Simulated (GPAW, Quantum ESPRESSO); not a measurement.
# Al K ELNES/XANES of ScAl (Pm-3m) from DFT, part 3 of 4

Do two independent programs agree on the Al K edge of ScAl (Pm-3m)? The same cell and functional are run with XSpectra and with GPAW.

Quantum ESPRESSO 7.5 and GPAW 26.7.0; core-hole supercells, plane-wave PAW LDA.

So far. Step 8 (Spectrum with XCH, Al atom 2 (Quantum ESPRESSO)): The total-energy difference is 1563.32 eV. One term is added: -13.88 eV, since the hole is spin-paired here and a spin-polarised one costs that much less in the free atom (computed apart). The photon energy is then 1549.44 eV. The tabulated edge of the element is 1559 eV. The functional leaves an error in such absolute values: in the free atom LDA prices this hole 7.2 eV below PBE (computed apart), and PBE is itself good to a few eV.

## Step 9: Another broadening

Level of this step: X-ray absorption near-edge structure, plane-wave PAW LDA, one-electron final states by a Lanczos continued fraction (Quantum ESPRESSO).

The final state's lifetime shortens with energy, so measured features broaden above the edge; the saved Lanczos coefficients are redrawn with a width that grows.

File xspectra_plot.in:

```
&input_xspectra
   calculation='xanes_dipole', edge='K'
   prefix='x', outdir='tmp', xiabs=2, xe0=9.6203
   xonly_plot=.true., x_save_file='xanes.sav'
   xniter=3000, xcheck_conv=20, xerror=0.005
   xcoordcrys=.false., xepsilon(1)=1, xepsilon(2)=0, xepsilon(3)=0
/
&plot
   xnepoint=413, xemin=-10, xemax=45, terminator=.true., cut_occ_states=.true.
   gamma_mode='variable', gamma_energy(1)=4, gamma_energy(2)=25, gamma_value(1)=0.3, gamma_value(2)=2.5
/
&pseudos
   filecore='../Al.wfc'
/
&cut_occ
   cut_desmooth=0.1, cut_stepl=0.05, cut_stepu=0.05, cut_ierror=1e-5
/
6 6 6 0 0 0
```

Launch:

```console
> OMP_NUM_THREADS=1 xspectra.x -in xspectra_plot.in > xspectra_plot.out
```

Numbers of over 12 decimals in the logs are rounded to 6 here.

The log of the run:

```text
     [... banner and references ...]
Reading input_file
     -------------------------------------------------------------------------

     calculation: xanes_dipole

     xonly_plot: TRUE
        => only the spectrum plot

     main plot parameters:
        cut_occ_states: TRUE
        gamma_mode:  variable
        -> first, constant up to point ( 4.00, 0.30) [eV]
        -> then, linear up to point (25.00, 2.50) [eV]
        -> finally, constant up to xemax
        xemin [eV]: -10.00
        xemax [eV]:  45.00
        xnepoint:  413
[...]
xemin [eV]: -10.00
        xemax [eV]:  45.00
        xnepoint:  413
        energy-dependent broadening parameter:
         -> first, constant up to point ( 4.00, 0.30) [eV]
         -> then, linear up to point (25.00, 2.50) [eV]
         -> finally, constant up to xemax
        Core level energy [eV]:  -1559.
         (from electron binding energy of neutral atoms in X-ray data booklet)

     Cross-section successfully written in xanes.dat

     -------------------------------------------------------------------------
                                END JOB XSpectra
     -------------------------------------------------------------------------
[key lines of the parts left out:]
Fermi level [eV]:   9.9772
```

Wall time 3.6 s (1 MPI rank of AMD EPYC 7R32 (Zen 2), shared host); peak memory 0.04 GiB.

With a Lorentzian half width 0.3 eV up to 4 eV, rising linearly to 2.5 eV at 25 eV, the maxima are 0.7 eV (1.17), 5.6 eV (1.94), 10.0 eV (1.10) and 20.8 eV (1.08).

## Step 10: The field without a hole (GPAW)

The second program starts from its own ground state, on the same cell and functional.

File scf.py:

```python
import numpy as np
from ase import Atoms
from ase.parallel import parprint, paropen
from gpaw import GPAW, PW, FermiDirac, Mixer, MixerDif, setup_paths
from gpaw.test import gen
setup_paths.insert(0, '.')
gen('Al', name='nch1s', xcname='LDA', corehole=(1, 0, 0), write_xml=True)
from gpaw.mpi import world
world.barrier()

atoms = Atoms('ScAl',
    cell=[[3.37034897, 0, 0],
     [0, 3.37034897, 0],
     [0, 0, 3.37034897]],
    scaled_positions=[[0.5, 0.5, 0.5],
     [0, 0, 0]],
    pbc=True)
atoms.calc = calc = GPAW(legacy_gpaw=True, mode=PW(500, force_complex_dtype=True), xc='LDA', setups={1: 'nch1s'},
    kpts={'size': (7, 7, 7), 'gamma': True}, occupations=FermiDirac(0.05),
    charge=0, mixer=Mixer(0.1, 5, 50), maxiter=150,
    convergence={'density': 0.0001, 'eigenstates': 1e-6}, txt='scf.txt')
energy = atoms.get_potential_energy() + calc.get_reference_energy()
ef = calc.get_fermi_level()
out = dict(energy=energy, fermi=ef, forces=atoms.get_forces().tolist())
parprint(f'all-electron energy {energy:.4f} eV, Fermi level {ef:.4f} eV')
ev = np.array([[calc.get_eigenvalues(k, s) for k in range(len(calc.get_ibz_k_points()))] for s in range(calc.get_number_of_spins())])
out['homo'], out['lumo'], out['counts'] = ev[ev < ef].max(), ev[ev > ef].min(), sorted(set((ev < ef).sum((0, 2)).tolist()))
out['filled'] = (ev[:, 0] < ef).sum(1).tolist()
import json
with paropen('out.json', 'w') as f:
    json.dump(out, f)
```

Launch:

```console
> OMP_NUM_THREADS=1 mpirun -n 4 gpaw python scf.py
```

The log of the run:

```text
Input parameters:
  convergence: {density: 0.0001,
                eigenstates: 1e-06}
  kpts: {gamma: True,
         size: (7, 7, 7)}
  maxiter: 150
  mixer: {backend: pulay,
          beta: 0.1,
          method: separate,
          nmaxold: 5,
          weight: 50}
  mode: {ecut: 500.0,
         force_complex_dtype: True,
         name: pw}
  occupations: {fixmagmom: False,
                name: fermi-dirac,
[...]
--------------------------------
3s(2) :    -0.287726     1.053448
*s    :     0.712274
3p(1) :    -0.102289     0.999482
*p    :     0.897711
*d    :     0.000000
--------------------------------

Diagonalizing with gridspacing h=0.050

state   all-electron     PAW
-------------------------------
3s:      -0.287726    -0.287811
3p:      -0.102289    -0.102345
*d:                    0.027274
*f:                    0.064816
-------------------------------
all-electron energy -27330.3744 eV, Fermi level 6.6763 eV
[key lines of the parts left out:]
Converged after 13 iterations.
Dipole moment: (-0.000000, -0.000000, -0.000000) |e|*Ang
Free energy:    -10.329917
Fermi level: 6.67630
```

Elapsed: 4.9 s, on 4 MPI ranks; peak memory 0.17 GiB.

The mesh shows no gap, so the system is treated as a metal and the core electron is put at the Fermi level (neutral cell).

## Step 11: Spectrum without a core hole, Al atom 2 (GPAW)

This cheap baseline ignores the attraction of the hole: it shows the absorber's empty states as they are in the ground state. The data set with a hole of occupation 0 only carries the core orbital.

File xas.py:

```python
import numpy as np
from ase import Atoms
from ase.parallel import parprint, paropen
from gpaw import GPAW, PW, FermiDirac, Mixer, MixerDif, setup_paths
from gpaw.test import gen
setup_paths.insert(0, '.')
gen('Al', name='nch1s', xcname='LDA', corehole=(1, 0, 0), write_xml=True)
from gpaw.mpi import world
world.barrier()

atoms = Atoms('ScAl',
    cell=[[3.37034897, 0, 0],
     [0, 3.37034897, 0],
     [0, 0, 3.37034897]],
    scaled_positions=[[0.5, 0.5, 0.5],
     [0, 0, 0]],
    pbc=True)
atoms.calc = calc = GPAW(legacy_gpaw=True, mode=PW(500, force_complex_dtype=True), xc='LDA', setups={1: 'nch1s'},
    kpts={'size': (10, 10, 10), 'gamma': True}, occupations=FermiDirac(0.1),
    charge=0, mixer=Mixer(0.1, 5, 50), maxiter=150,
    convergence={'density': 0.0001, 'eigenstates': 1e-6}, txt='scf.txt')
energy = atoms.get_potential_energy() + calc.get_reference_energy()
ef = calc.get_fermi_level()
out = dict(energy=energy, fermi=ef, forces=atoms.get_forces().tolist())
parprint(f'all-electron energy {energy:.4f} eV, Fermi level {ef:.4f} eV')
ev = np.array([[calc.get_eigenvalues(k, s) for k in range(len(calc.get_ibz_k_points()))] for s in range(calc.get_number_of_spins())])
out['homo'], out['lumo'], out['counts'] = ev[ev < ef].max(), ev[ev > ef].min(), sorted(set((ev < ef).sum((0, 2)).tolist()))
out['filled'] = (ev[:, 0] < ef).sum(1).tolist()

from ase.units import Ha
from gpaw.xas import dipole_matrix_elements
nb = int(calc.get_number_of_electrons() / 2) + 31
top = nb
nscf = calc.fixed_density(kpts={'size': (9, 9, 9), 'gamma': True},
    convergence={'eigenstates': 1.0}, txt='nscf.txt')
nscf.diagonalize_full_hamiltonian(nbands=nb)
cell = atoms.cell.array
ops = [cell.T @ U.T @ np.linalg.inv(cell.T) for U in nscf.wfs.kd.symmetry.op_scc]
E = np.arange(-25, 34, 0.1)
fwhm = np.interp(E, [4, 25], [0.9, 3.5])
Y, X, zero, highest = 0, 0, 1e9, 1e9
for spin in range(nscf.get_number_of_spins()):
    wfs = nscf.wfs
    mine = wfs.bd.get_slice()  # this rank's bands
    A = dipole_matrix_elements(wfs.setups[1])
    eps = np.zeros((wfs.kd.nibzkpts, nb))
    d = np.zeros((3, A.shape[1], wfs.kd.nibzkpts, nb), complex)
    for kpt in wfs.kpt_u:
        if kpt.s == spin and 1 in kpt.P_ani:
            eps[kpt.k, mine] = kpt.eps_n * Ha
            d[:, :, kpt.k, mine] = (kpt.weight * wfs.nspins / 2) ** 0.5 * np.inner(A, kpt.P_ani[1])
    world.sum(eps)
    world.sum(d)
    T = np.einsum('amkn,bmkn->abkn', d, d.conj()).real
    T = sum(np.einsum('ai,ijkn,bj->abkn', R, T, R) for R in ops) / len(ops)
    empty = eps > ef
    zero, highest = min(zero, eps[empty].min()), min(highest, eps[:, top - 1].min())
    lines = [(eps, T, empty)] if spin == 0 else lines + [(eps, T, empty)]
for eps, T, empty in lines:
    f = np.einsum('aakn->akn', T).reshape(3, -1)
    x = eps.ravel() - zero
    w = np.interp(x, E, fwhm) / 2.35482
    g = np.exp(-0.5 * ((E[:, None] - x) / w) ** 2) / (w * (2 * np.pi) ** 0.5)
    Y = Y + (f * empty.ravel()) @ g.T
    X = X + (f * ~empty.ravel()) @ g.T
out.update(E=E.round(2).tolist(), xas=Y.tolist(), xes=X.tolist(), zero=zero, valid=highest - zero, nk=len(eps), nb=nb)
for i in range(0, len(E), 10):
    parprint(f'{E[i]:7.2f}', *(f'{v:10.3e}' for v in Y[:, i]))
import json
with paropen('out.json', 'w') as f:
    json.dump(out, f)
```

Launch:

```console
> OMP_NUM_THREADS=1 mpirun -n 4 gpaw python xas.py
```

The log of the run:

```text
Input parameters:
  convergence: {density: 0.0001,
                eigenstates: 1e-06}
  kpts: {gamma: True,
         size: (10, 10, 10)}
  maxiter: 150
  mixer: {backend: pulay,
          beta: 0.1,
          method: separate,
          nmaxold: 5,
          weight: 50}
  mode: {ecut: 500.0,
         force_complex_dtype: True,
         name: pw}
  occupations: {fixmagmom: False,
                name: fermi-dirac,
[...]
*p    :     0.897711
*d    :     0.000000
--------------------------------

Diagonalizing with gridspacing h=0.050

state   all-electron     PAW
-------------------------------
3s:      -0.287726    -0.287811
3p:      -0.102289    -0.102345
*d:                    0.027274
*f:                    0.064816
-------------------------------
all-electron energy -27330.3835 eV, Fermi level 6.7042 eV
[...]
32.00  6.850e-06  6.850e-06  6.850e-06
  33.00  7.109e-06  7.109e-06  7.109e-06
[key lines of the parts left out:]
Converged after 90 iterations.
Dipole moment: (-0.000000, -0.000000, -0.000000) |e|*Ang
Free energy:    -10.349275
Fermi level: 6.70423
```

It took 37 s on 4 MPI ranks; peak memory 0.3 GiB; 2.5 min of CPU time.

The Al K spectrum, Al atom 2, no core hole (energy from the lowest empty level; intensity scaled to a mean of 1 over the first 20 eV):

```
E (eV)  intensity
  -2.0       0.00
  -1.5       0.00
  -1.0       0.00
  -0.5       0.05
   0.0       0.27
   0.5       0.77
   1.0       1.18
   1.5       0.82
   2.0       0.35
   2.5       0.19
   3.0       0.43
   3.5       0.86
   4.0       0.93
   4.5       0.92
   5.0       0.96
   5.5       1.14
   6.0       1.51
   6.5       2.03
   7.0       2.09
   7.5       1.64
   8.0       1.16
   8.5       0.88
   9.0       0.89
   9.5       1.12
  10.0       1.32
  10.5       1.33
  11.0       1.24
  11.5       1.21
  12.0       1.27
  12.5       1.30
  13.0       1.25
  13.5       1.16
  14.0       1.10
  14.5       1.05
  15.0       0.98
  15.5       0.87
  16.0       0.75
  16.5       0.65
  17.0       0.60
  17.5       0.58
  18.0       0.60
  18.5       0.64
  19.0       0.71
  19.5       0.81
  20.0       0.93
  20.5       1.04
  21.0       1.14
  21.5       1.20
  22.0       1.23
  22.5       1.23
  23.0       1.21
  23.5       1.19
  24.0       1.17
  24.5       1.16
  25.0       1.16
  25.5       1.18
  26.0       1.21
  26.5       1.23
  27.0       1.23
  27.5       1.21
  28.0       1.18
  28.5       1.15
  29.0       1.12
  29.5       1.09
  30.0       1.06
```

Main maxima below 24 eV (height): 1.0 eV (1.18), 6.8 eV (2.15), 10.3 eV (1.35), 12.4 eV (1.30) and 22.2 eV (1.23). 

The same matrix elements for filled bands give the Al K emission of Al atom 2 (ground-state approximation; energy from the lowest empty level, largest value 1):

```
E (eV)  emission
-24.00      0.00
-23.25      0.00
-22.50      0.00
-21.75      0.00
-21.00      0.00
-20.25      0.00
-19.50      0.00
-18.75      0.00
-18.00      0.00
-17.25      0.00
-16.50      0.00
-15.75      0.00
-15.00      0.00
-14.25      0.00
-13.50      0.00
-12.75      0.00
-12.00      0.00
-11.25      0.00
-10.50      0.00
 -9.75      0.00
 -9.00      0.00
 -8.25      0.00
 -7.50      0.02
 -6.75      0.04
 -6.00      0.06
 -5.25      0.07
 -4.50      0.11
 -3.75      0.23
 -3.00      0.48
 -2.25      0.98
 -1.50      0.85
 -0.75      0.48
  0.00      0.09
  0.75      0.00
  1.50      0.00
  2.25      0.00
  3.00      0.00
```

Emission maxima: -2.0 eV (1.00).

## Step 12: Supercell without a hole, the energy reference (GPAW)

Total energies of two programs can't be mixed, so the cell and mesh of GPAW's hole run get a reference energy of their own.

Edit scf.py of step 10 so:

```diff
@@ -10,11 +10,17 @@
 
-atoms = Atoms('ScAl',
-    cell=[[3.37034897, 0, 0],
-     [0, 3.37034897, 0],
-     [0, 0, 3.37034897]],
-    scaled_positions=[[0.5, 0.5, 0.5],
-     [0, 0, 0]],
+atoms = Atoms('Sc4Al4',
+    cell=[[3.37034897, 3.37034897, 3.37034897],
+     [-3.37034897, 3.37034897, -3.37034897],
+     [-3.37034897, -3.37034897, 3.37034897]],
+    scaled_positions=[[0.5, 0, 0],
+     [0.5, 0.5, 0.5],
+     [0, 0, 0.5],
+     [0, 0.5, 0],
+     [0, 0, 0],
+     [0, 0.5, 0.5],
+     [0.5, 0, 0.5],
+     [0.5, 0.5, 0]],
     pbc=True)
-atoms.calc = calc = GPAW(legacy_gpaw=True, mode=PW(500, force_complex_dtype=True), xc='LDA', setups={1: 'nch1s'},
-    kpts={'size': (7, 7, 7), 'gamma': True}, occupations=FermiDirac(0.05),
+atoms.calc = calc = GPAW(legacy_gpaw=True, mode=PW(500, force_complex_dtype=True), xc='LDA', setups={4: 'nch1s'},
+    kpts={'size': (5, 5, 5), 'gamma': True}, occupations=FermiDirac(0.1),
     charge=0, mixer=Mixer(0.1, 5, 50), maxiter=150,
```

Launch:

```console
> OMP_NUM_THREADS=1 mpirun -n 4 gpaw python scf.py
```

The log of the run:

```text
Input parameters:
  convergence: {density: 0.0001,
                eigenstates: 1e-06}
  kpts: {gamma: True,
         size: (5, 5, 5)}
  maxiter: 150
  mixer: {backend: pulay,
          beta: 0.1,
          method: separate,
          nmaxold: 5,
          weight: 50}
  mode: {ecut: 500.0,
         force_complex_dtype: True,
         name: pw}
  occupations: {fixmagmom: False,
                name: fermi-dirac,
[...]
3s(2) :    -0.287726     1.053448
*s    :     0.712274
3p(1) :    -0.102289     0.999482
*p    :     0.897711
*d    :     0.000000
--------------------------------

Diagonalizing with gridspacing h=0.050

state   all-electron     PAW
-------------------------------
3s:      -0.287726    -0.287811
3p:      -0.102289    -0.102345
*d:                    0.027274
*f:                    0.064816
-------------------------------
all-electron energy -109321.5299 eV, Fermi level 6.6838 eV
[key lines of the parts left out:]
Converged after 30 iterations.
Dipole moment: (-0.000000, -0.000000, 0.000000) |e|*Ang
Free energy:    -41.394224
Fermi level: 6.68382
```

It took 19 s on 4 MPI ranks; peak memory 0.22 GiB.

Reference energy: -109321.530 eV with the cores included.

(Continued in part 4 of 4.)

[Banner, clock and machine lines of the logs are left out without a mark of their own.]

[Logs are printed without paths, hosts, clocks, repeated set-up lines and the standing remarks that a program may print on its own settings, such as how far it seeks lower states.]

[Hosts, paths, dates, database ids (printed as entryN), source tags and the programs' standing remarks are cut or masked in the printed files.]

[Lists of maxima count a maximum above −3 eV only where it reaches 4 % of the highest in the window and stands out from its surroundings by 2 % of it (1.5 % where it reaches 55 %); shoulders and weaker maxima are passed over, and of the rest the first, up to two pre-edge ones and the few strongest are named.]
